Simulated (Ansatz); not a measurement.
# Work function of K(110): what the settings cost and change, part 2 of 2

How thick a slab and how much vacuum does the work function of K(110) need?

Ansatz 0.2.0; plane-wave DFT, PBE, Ansatz PAW.

So far, work function, upper face (eV): step 2 (run, setting 1 layer) 2.45; step 5 (slab, 4 atoms) 2.41; step 6 (run, 5 atoms) 2.40; step 7 (run, 6 atoms) 2.39; step 8 (run, 8 atoms) 2.39.

## (9) Run, 10 atoms

System of this step: K(110). The cell holds 10 atoms: 10 K. Its edges and angles: a = 4.529 Å, b = 4.529 Å, c = 51.284 Å, α = 90.0°, β = 90.0°, γ = 70.5°. Vacuum lies along c.

Contents of input.yaml:

```yaml
crystal:
  lattice:
    - [3.6981684656, -2.615, 0.0]
    - [3.6981684656, 2.615, 0.0]
    - [0.0, 0.0, 51.2835161905]
  atoms:
    - { symbol: K, position: [0.0, 0.0, 0.1754949869] }
    - { symbol: K, position: [0.5, 0.5, 0.247607212] }
    - { symbol: K, position: [0.0, 0.0, 0.3197194371] }
    - { symbol: K, position: [0.5, 0.5, 0.3918316623] }
    - { symbol: K, position: [0.0, 0.0, 0.4639438874] }
    - { symbol: K, position: [0.5, 0.5, 0.5360561126] }
    - { symbol: K, position: [0.0, 0.0, 0.6081683377] }
    - { symbol: K, position: [0.5, 0.5, 0.6802805629] }
    - { symbol: K, position: [0.0, 0.0, 0.752392788] }
    - { symbol: K, position: [0.5, 0.5, 0.8245050131] }
kpoints:
  mp_grid: { grid: [10, 10, 1] }
hamiltonian:
  xc: pbe
scf:
  occupations: { method: fermi_dirac, width: 0.1 }
  convergence: { dr2_threshold: 1.0e-09 }
efield:
  axis: 3
  dipole_correction: true
  ramp_position: 0.97
  ramp_width: 0.06
output:
  write_potential: true
  write_density: true
  volumetric_format: npy
```

The run is started by

```console
$ ansatz run input.yaml --threads 2 --pin off --max-ram 3072MiB --backend cpu --events-out ev --progress --plain --runs-dir out
```

Numbers of over 12 decimals in the logs are rounded to 6 here.

Output:

```text
[...]
Crystal: 10 atoms, lattice volume = 991.896 Å³
Basis set: ecut = 420 eV, 19483 PW (Γ)
Bands: 55, of which v1, the nominal top of the filled ones, is band 45 counted from 1 (44 counted from 0)
Symmetry: 4 space group operations
k-points: 31 of 100
[...]
k-point 1: bands = [... 41 lower, -1.2772, -1.1495, -0.9710, -0.7417, -0.4676, -0.1521, 0.1965, 0.5681, ... 6 higher]
  k-point 2: bands = [... 41 lower, -0.9980, -0.8732, -0.6983, -0.4735, -0.2042, 0.1061, 0.4493, 0.8155, ... 6 higher]
  k-point 30: bands = [... 41 lower, 1.2717, 1.4008, 1.4316, 1.4679, 1.5274, 1.5748, 1.6129, 1.7260, ... 6 higher]
[key lines of the parts left out:]
SCF converged after 9 iterations
Free energy (F): -15377.698853 eV
Fermi energy:    0.719893 eV
Dipole field:    D = -0.000000 V/Å  (p = -0.000001 e·Å, saw-weighted, corrected)
Work function:   Φ+ = 2.3938 eV   Φ− = 2.3938 eV
```

Run time: 4.4 min. Hardware: 2 threads of Arm Neoverse N1, shared host; peak memory 2.1 GiB; 8 min of CPU time.

The work function is 2.394 eV, -0.000 eV from the run “8 layers”, at 1.6 times its CPU time.

## (10) Run, 13 atoms

System of this step: K(110). The cell holds 13 atoms: 13 K. Its edges and angles: a = 4.529 Å, b = 4.529 Å, c = 62.378 Å, α = 90.0°, β = 90.0°, γ = 70.5°. Vacuum lies along c.

input.yaml, the sections that differ from step 9:

```yaml
crystal:
  lattice:
    - [3.6981684656, -2.615, 0.0]
    - [3.6981684656, 2.615, 0.0]
    - [0.0, 0.0, 62.3780215873]
  atoms:
    - { symbol: K, position: [0.0, 0.0, 0.1442815878] }
    - { symbol: K, position: [0.5, 0.5, 0.2035679899] }
    - { symbol: K, position: [0.0, 0.0, 0.2628543919] }
    - { symbol: K, position: [0.5, 0.5, 0.3221407939] }
    - { symbol: K, position: [0.0, 0.0, 0.3814271959] }
    - { symbol: K, position: [0.5, 0.5, 0.440713598] }
    - { symbol: K, position: [0.0, 0.0, 0.5] }
    - { symbol: K, position: [0.5, 0.5, 0.559286402] }
    - { symbol: K, position: [0.0, 0.0, 0.6185728041] }
    - { symbol: K, position: [0.5, 0.5, 0.6778592061] }
    - { symbol: K, position: [0.0, 0.0, 0.7371456081] }
    - { symbol: K, position: [0.5, 0.5, 0.7964320101] }
    - { symbol: K, position: [0.0, 0.0, 0.8557184122] }
# kpoints, hamiltonian, scf, efield, output: as in step 9
```

Output:

```text
[...]
Crystal: 13 atoms, lattice volume = 1206.480 Å³
Basis set: ecut = 420 eV, 23741 PW (Γ)
Bands: 72, of which v1, the nominal top of the filled ones, is band 59 counted from 1 (58 counted from 0)
Symmetry: 4 space group operations
k-points: 31 of 100
[...]
k-point 1: bands = [... 55 lower, -0.9212, -0.7795, -0.6069, -0.4057, -0.1783, 0.0737, 0.3459, 0.6340, ... 9 higher]
  k-point 2: bands = [... 55 lower, -0.6455, -0.5069, -0.3377, -0.1404, 0.0828, 0.3305, 0.5982, 0.8818, ... 9 higher]
  k-point 30: bands = [... 55 lower, 1.6286, 1.6326, 1.6549, 1.6915, 1.7426, 1.7663, 1.8095, 1.8927, ... 9 higher]
[key lines of the parts left out:]
SCF converged after 9 iterations
Free energy (F): -19991.085112 eV
Fermi energy:    0.925414 eV
Dipole field:    D = -0.000001 V/Å  (p = -0.000003 e·Å, saw-weighted, corrected)
Work function:   Φ+ = 2.3940 eV   Φ− = 2.3941 eV
```

Wall time 6.3 min (2 threads); peak memory 2.2 GiB.

The work function is 2.394 eV, +0.000 eV from the run “10 layers”, at 1.5 times its CPU time.

## (11) Slab, 7 atoms

System of this step: K(110). The cell holds 7 atoms: 7 K. Its edges and angles: a = 4.529 Å, b = 4.529 Å, c = 32.189 Å, α = 90.0°, β = 90.0°, γ = 70.5°. Vacuum lies along c.

input.yaml, the sections that differ from step 10:

```yaml
crystal:
  lattice:
    - [3.6981684656, -2.615, 0.0]
    - [3.6981684656, 2.615, 0.0]
    - [0.0, 0.0, 32.1890107936]
  atoms:
    - { symbol: K, position: [0.0, 0.0, 0.1553325149] }
    - { symbol: K, position: [0.5, 0.5, 0.2702216766] }
    - { symbol: K, position: [0.0, 0.0, 0.3851108383] }
    - { symbol: K, position: [0.5, 0.5, 0.5] }
    - { symbol: K, position: [0.0, 0.0, 0.6148891617] }
    - { symbol: K, position: [0.5, 0.5, 0.7297783234] }
    - { symbol: K, position: [0.0, 0.0, 0.8446674851] }
# kpoints, hamiltonian, scf, efield, output: as in step 10
```

Output:

```text
[...]
Crystal: 7 atoms, lattice volume = 622.581 Å³
Basis set: ecut = 420 eV, 12243 PW (Γ)
Bands: 39, of which v1, the nominal top of the filled ones, is band 32 counted from 1 (31 counted from 0)
Symmetry: 4 space group operations
k-points: 31 of 100
[...]
k-point 1: bands = [... 28 lower, -0.9574, -0.8113, -0.5720, -0.2300, 0.1814, 0.6824, 1.1646, 1.8677, ... 3 higher]
  k-point 2: bands = [... 28 lower, -0.6770, -0.5339, -0.2993, 0.0370, 0.4420, 0.9369, 1.4096, 2.0190, ... 3 higher]
  k-point 30: bands = [... 28 lower, 1.5900, 1.7396, 1.8173, 1.8864, 1.9738, 2.0045, 2.1790, 2.2728, ... 3 higher]
[key lines of the parts left out:]
SCF converged after 9 iterations
Free energy (F): -10764.312807 eV
Fermi energy:    1.094198 eV
Dipole field:    D = -0.000000 V/Å  (p = -0.000002 e·Å, saw-weighted, corrected)
Work function:   Φ+ = 2.3231 eV (in doubt: plateau slope 2.1e-1 eV/Å)   Φ− = 2.3389 eV (in doubt: plateau slope 1.7e-1 eV/Å)
```

Run time: 84 s. Hardware: 2 threads; peak memory 0.91 GiB.

The work function is 2.323 eV. The program marks this work function as in doubt.

## (12) Run, 7 atoms

The cell differs from the one that the last finished run ended in (c 32.189 → 36.189 Å).

input.yaml, the sections that differ from step 11:

```yaml
crystal:
  lattice:
    - [3.6981684656, -2.615, 0.0]
    - [3.6981684656, 2.615, 0.0]
    - [0.0, 0.0, 36.1890107936]
  atoms:
    - { symbol: K, position: [0.0, 0.0, 0.1934288848] }
    - { symbol: K, position: [0.5, 0.5, 0.2956192565] }
    - { symbol: K, position: [0.0, 0.0, 0.3978096283] }
    - { symbol: K, position: [0.5, 0.5, 0.5] }
    - { symbol: K, position: [0.0, 0.0, 0.6021903717] }
    - { symbol: K, position: [0.5, 0.5, 0.7043807435] }
    - { symbol: K, position: [0.0, 0.0, 0.8065711152] }
# kpoints, hamiltonian, scf, efield, output: as in step 11
```

Output:

```text
[...]
Crystal: 7 atoms, lattice volume = 699.947 Å³
Basis set: ecut = 420 eV, 13761 PW (Γ)
Bands: 39, of which v1, the nominal top of the filled ones, is band 32 counted from 1 (31 counted from 0)
Symmetry: 4 space group operations
k-points: 31 of 100
[...]
k-point 1: bands = [... 28 lower, -1.3416, -1.1962, -0.9550, -0.6172, -0.1974, 0.2873, 0.8016, 1.4300, ... 3 higher]
  k-point 2: bands = [... 28 lower, -1.0612, -0.9188, -0.6823, -0.3502, 0.0633, 0.5413, 1.0489, 1.5882, ... 3 higher]
  k-point 30: bands = [... 28 lower, 1.2058, 1.3548, 1.4331, 1.5019, 1.5906, 1.6206, 1.7941, 1.8864, ... 3 higher]
[key lines of the parts left out:]
SCF converged after 9 iterations
Free energy (F): -10764.312813 eV
Fermi energy:    0.710314 eV
Dipole field:    D = 0.000000 V/Å  (p = 0.000001 e·Å, saw-weighted, corrected)
Work function:   Φ+ = 2.3876 eV (in doubt: plateau slope 1.1e-2 eV/Å)   Φ− = 2.3884 eV
```

Run time: 2 min. Hardware: 2 threads; peak memory 1.2 GiB; 3.4 min of CPU time.

The work function is 2.388 eV, +0.064 eV from the run “7 layers, 10 Å of vacuum”, at 1.4 times its CPU time. The program marks this work function as in doubt.

## (13) Slab, 7 atoms (run 2)

The cell differs from the one that the last finished run ended in (c 36.189 → 48.189 Å).

input.yaml, the sections that differ from step 12:

```yaml
crystal:
  lattice:
    - [3.6981684656, -2.615, 0.0]
    - [3.6981684656, 2.615, 0.0]
    - [0.0, 0.0, 48.1890107936]
  atoms:
    - { symbol: K, position: [0.0, 0.0, 0.2697710492] }
    - { symbol: K, position: [0.5, 0.5, 0.3465140328] }
    - { symbol: K, position: [0.0, 0.0, 0.4232570164] }
    - { symbol: K, position: [0.5, 0.5, 0.5] }
    - { symbol: K, position: [0.0, 0.0, 0.5767429836] }
    - { symbol: K, position: [0.5, 0.5, 0.6534859672] }
    - { symbol: K, position: [0.0, 0.0, 0.7302289508] }
# kpoints, hamiltonian, scf, efield, output: as in step 12
```

Output:

```text
[...]
Crystal: 7 atoms, lattice volume = 932.044 Å³
Basis set: ecut = 420 eV, 18337 PW (Γ)
Bands: 39, of which v1, the nominal top of the filled ones, is band 32 counted from 1 (31 counted from 0)
Symmetry: 4 space group operations
k-points: 31 of 100
[...]
k-point 1: bands = [... 28 lower, -2.1139, -1.9685, -1.7273, -1.3896, -0.9695, -0.4856, 0.0309, 0.6513, ... 3 higher]
  k-point 2: bands = [... 28 lower, -1.8335, -1.6911, -1.4546, -1.1226, -0.7088, -0.2315, 0.2783, 0.8108, ... 3 higher]
  k-point 30: bands = [... 28 lower, 0.4335, 0.5825, 0.6608, 0.7296, 0.8183, 0.8483, 1.0217, 1.1141, ... 3 higher]
[key lines of the parts left out:]
SCF converged after 9 iterations
Free energy (F): -10764.312831 eV
Fermi energy:    -0.061943 eV
Dipole field:    D = 0.000000 V/Å  (p = 0.000000 e·Å, saw-weighted, corrected)
Work function:   Φ+ = 2.3910 eV   Φ− = 2.3910 eV
```

The job ended after 2.5 min (2 threads; peak memory 1.6 GiB; 4.5 min of CPU time).

The work function is 2.391 eV, +0.003 eV from the run “7 layers, 14 Å of vacuum”, at 1.3 times its CPU time.

## (14) Side by side

Times are for 2 threads of Arm Neoverse N1, shared host. Results by setting:

```tsv
no.	setting	work function, upper face (eV)	time	memory (GiB)
1	1 layer	2.447	17 s	0.52
2	2 layers	2.444	26 s	0.55
3	3 layers	2.429	41 s	0.67
4	4 layers	2.405	52 s	0.78
5	5 layers	2.398	80 s	0.96
6	6 layers	2.389	1.7 min	1.1
7	8 layers	2.394	2.9 min	1.5
8	10 layers	2.394	4.4 min	2.1
9	13 layers	2.394	6.3 min	2.2
10	7 layers, 10 Å of vacuum	2.323	84 s	0.91
11	7 layers, 14 Å of vacuum	2.388	2 min	1.2
12	7 layers, 26 Å of vacuum	2.391	2.5 min	1.6
```

## (15) Varying the input

System of this step: K(110) monolayer. The cell holds 1 atom: 1 K. Cell: a = 4.529 Å, b = 4.529 Å, c = 18.000 Å, α = 90.0°, β = 90.0°, γ = 70.5°. Vacuum lies along c.

An input spoilt on purpose, to show how the run answers: it repeats the earlier run “1 layer” with efield.amplitude to 0 and efield.dipole_correction from true to false, and scf.max_iter set to 100; its output block differs too.

input.yaml, the sections that differ from step 13:

```yaml
crystal:
  lattice:
    - [3.6981684656, -2.615, 0.0]
    - [3.6981684656, 2.615, 0.0]
    - [0.0, 0.0, 18.0]
  atoms:
    - { symbol: K, position: [0.0, 0.0, 0.5] }
scf:
  occupations: { method: fermi_dirac, width: 0.1 }
  convergence: { dr2_threshold: 1.0e-09 }
  max_iter: 100
efield:
  axis: 3
  dipole_correction: false
  ramp_position: 0.97
  ramp_width: 0.06
  amplitude: 0
# kpoints, hamiltonian, output: as in step 13
```

Output:

```text
Error: invalid value for `efield.amplitude`: is zero with dipole_correction: false — the section would apply nothing; set a non-zero amplitude, enable dipole_correction, or remove the block
```

It took 0.02 s on 2 threads; peak memory 0.09 GiB.

The input was rejected at the start.

The program's message: “Error: invalid value for `efield.amplitude`: is zero with dipole_correction: false — the section would apply nothing; set a non-zero amplitude, enable dipole_correction, or remove the block”

The fault put into the input: a field block that applies nothing.

## (16) What came out

| Item | Value |
| --- | --- |
| work function, 1 layer | 2.447 eV |
| work function, 6 layers | 2.389 eV |
| work function, 13 layers | 2.394 eV |
| work function, 7 layers, 10 Å of vacuum | 2.323 eV |

What this shows: The thickest slab gives 2.39 eV, and the settings tried spread the value from 2.32 to 2.45 eV. At 18 Å of vacuum, the slabs from 2 layers on stay within 0.05 eV of the thickest. Going from 10 to 26 Å of vacuum moves it by 0.068 eV. The program marks the value as in doubt in “7 layers, 10 Å of vacuum” and “7 layers, 14 Å of vacuum”. The ladder's slabs use the tabulated experimental lattice constant (two decimals; a low-temperature value for the alkali metals). In 2 runs of the series (7 layers, 10 Å of vacuum and 7 layers, 14 Å of vacuum) the program warns that electrons reach the sawtooth's ramp, which makes dipole and work function less sure.

[Logs are printed without paths, hosts, clocks, repeated set-up lines and the standing remarks that a program may print on its own settings, such as how far it seeks lower states.]

[Hosts, paths, dates, database ids (printed as entryN), source tags and the programs' standing remarks are cut or masked in the printed files.]

[Maps of the electrostatic potential energy from Ansatz leave out the sawtooth potential of an applied field or a dipole correction, so their vacuum need not be flat; planar profiles and work functions include it.]
